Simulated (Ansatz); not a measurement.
# GaCo (Pm-3m): the cell at rest

Wanted: the relaxed cell of GaCo (Pm-3m).

Main program and level: Ansatz 0.2.0; DFT PBEsol, scalar-relativistic, plane waves, PAW; PAW set soft_1.

Report form: the programs' logs are mostly left out.

### Step 1. Set-up

Symmetry: Pm-3m, No. 221, cubic system. The conventional cell has a = 2.878 Å, b = 2.878 Å, c = 2.878 Å, α = 90.00°, β = 90.00°, γ = 90.00°. Nearest to Ga lie 8 Co at 2.49 Å. Nearest to Co lie 8 Ga at 2.49 Å. Farther neighbours are not listed.

### Step 2. A coarse first look

First a cheap look: the gap decides the mesh and the occupations, the pressure tells how far the cell has to move.

Input file input.yaml:

```yaml
crystal:
  lattice:
    - [2.878, 0.0, 0.0]
    - [0.0, 2.878, 0.0]
    - [0.0, 0.0, 2.878]
  atoms:
    - { symbol: Ga, position: [0.5, 0.5, 0.5] }
    - { symbol: Co, position: [0.0, 0.0, 0.0], spin: 3.0 }
kpoints:
  mp_grid: { grid: [6, 6, 6] }
hamiltonian:
  xc: pbesol
  pseudopotentials: { kind: paw, azcp: { folder: soft_1 }, xc_functional: pbe }
scf:
  occupations: { method: gaussian, width: 0.1 }
  lower_state_search: "off"
output:
  forces: true
  stress: true
  eigenvalues: true
  populations: true
magnetization:
  spin_polarized: true
```

On the command line:

```
$ ansatz run input.yaml --threads 4 --pin off --max-ram 10240MiB --backend cpu --events-out ev --progress --plain --runs-dir out
```

The job ended after 4.6 s (4 threads of Arm Neoverse V1, shared host; peak memory 0.32 GiB; 16 s of CPU time).

This step gave:

```yaml
pressure: -7.428 GPa
volume_per_atom: 11.92 Å³
gap_on_the_k_mesh: 0 eV
```

The coarse mesh shows no gap and a pressure of -7.4 GPa.

### Step 3. Bringing the structure to rest

The cell and atoms are relaxed, since residual forces and stress would shift the frequencies.

Input file input.yaml:

```yaml
crystal:
  lattice:
    - [2.878, 0.0, 0.0]
    - [0.0, 2.878, 0.0]
    - [0.0, 0.0, 2.878]
  atoms:
    - { symbol: Ga, position: [0.5, 0.5, 0.5] }
    - { symbol: Co, position: [0.0, 0.0, 0.0] }
kpoints:
  mp_grid: { grid: [14, 14, 14] }
hamiltonian:
  xc: pbesol
  pseudopotentials: { kind: paw, azcp: { folder: soft_1 }, xc_functional: pbe }
scf:
  occupations: { method: gaussian, width: 0.1 }
output:
  forces: true
  stress: true
  eigenvalues: true
relax:
  adjacent_minimum: "off"
  f_tol: 0.005
  max_steps: 80
  cell: { stress_tol: 0.05 }
```

The job ended after 5 s (4 threads; peak memory 0.37 GiB; 18 s of CPU time).

The steps of the relaxation:

| step | energy less that of the first step (eV) | largest force component (eV/Å) | pressure (GPa) | volume (Å³) |
| --- | --- | --- | --- | --- |
| 1 | 0.0000 | 0.0000 | -7.28 | 23.84 |
| 2 | -0.0199 | 0.0000 | -2.59 | 23.21 |
| 3 | -0.0227 | 0.0000 | 0.21 | 22.88 |
| 4 | -0.0227 | 0.0000 | -0.01 | 22.91 |
| 5* | -0.0220 | 0.0000 | 0.00 | 22.91 |

Relaxation steps marked * repeat the geometry before them on a plane-wave basis chosen anew for their cell, so energy and pressure can jump there.

Forces are held to the 48 operations that the run works with; a distortion that breaks them can't arise in this run.

| conventional cell, symmetrised | before | after | change |
| --- | --- | --- | --- |
| a (Å) | 2.878 | 2.840 | -1.3 % |
| b (Å) | 2.878 | 2.840 | -1.3 % |
| c (Å) | 2.878 | 2.840 | -1.3 % |
| volume (Å³/atom) | 11.92 | 11.45 | -3.9 % |

Final coordinates:

```
Ga Co
1.0
     2.83997    0.00000    0.00000
     0.00000    2.83997    0.00000
     0.00000    0.00000    2.83997
Ga Co
1 1
Direct
  0.50000 0.50000 0.50000
  0.00000 0.00000 0.00000
```

Numbers from this step:

* pressure: 4.05e-4 GPa
* volume per atom: 11.45 Å³

In this step the volume went from 11.92 to 11.45 Å³/atom.

### Step 4. Tight relaxation

Phonons need a cell at rest on their own settings, so the relaxation is repeated with tight tolerances on forces and stress on the k mesh and occupations of the first response run.

input.yaml, the sections that differ from step 3:

```yaml
crystal:
  lattice:
    - [2.8399676884, 0.0, 0.0]
    - [0.0, 2.8399676884, 0.0]
    - [0.0, 0.0, 2.8399676884]
  atoms:
    - { symbol: Ga, position: [0.5, 0.5, 0.5] }
    - { symbol: Co, position: [0.0, 0.0, 0.0] }
kpoints:
  mp_grid: { grid: [16, 16, 16] }
scf:
  occupations: { method: methfessel_paxton, width: 0.2 }
relax:
  adjacent_minimum: "off"
  f_tol: 0.001
  max_steps: 60
  cell: { stress_tol: 0.01 }
# hamiltonian, output: as in step 3
```

Elapsed: 4.6 s, on 4 threads; peak memory 0.39 GiB; 17 s of CPU time.

Little changed from the start: no atom moved by 0.005 Å and no cell edge by 0.1 %.

Numbers from this step:

| Property | Result |
| --- | --- |
| pressure | 3.39e-4 GPa |

The forces vanish by symmetry and the pressure is 0.000 GPa, within the tolerances set. The cell now holds 11.45 Å³/atom.

### Step 5. Summary of results

```json
{
  "space group after relaxation (within 0.01 Å)": "Pm-3m",
  "lattice constant a": "2.840 Å",
  "lattice constant b": "2.840 Å",
  "lattice constant c": "2.840 Å",
  "volume per atom": "11.5 Å³"
}
```

The forces vanish by symmetry and the pressure is 0.000 GPa, within the tolerances set. The cell now holds 11.45 Å³/atom. The relaxation keeps the symmetry of its start, so it says nothing on stability against lower symmetry. Some magnetic starts kept moments in single points, but the one carried on lost them, and the others were not relaxed, so the runs shown are non-magnetic; if the real compound is magnetic, its cell and modes can differ much. The PAW files were made for PBE and serve the other functionals too.

[Logs are printed without paths, hosts, clocks, repeated set-up lines and the standing remarks that a program may print on its own settings, such as how far it seeks lower states.]

[Hosts, paths, dates, database ids (printed as entryN), source tags and the programs' standing remarks are cut or masked in the printed files.]
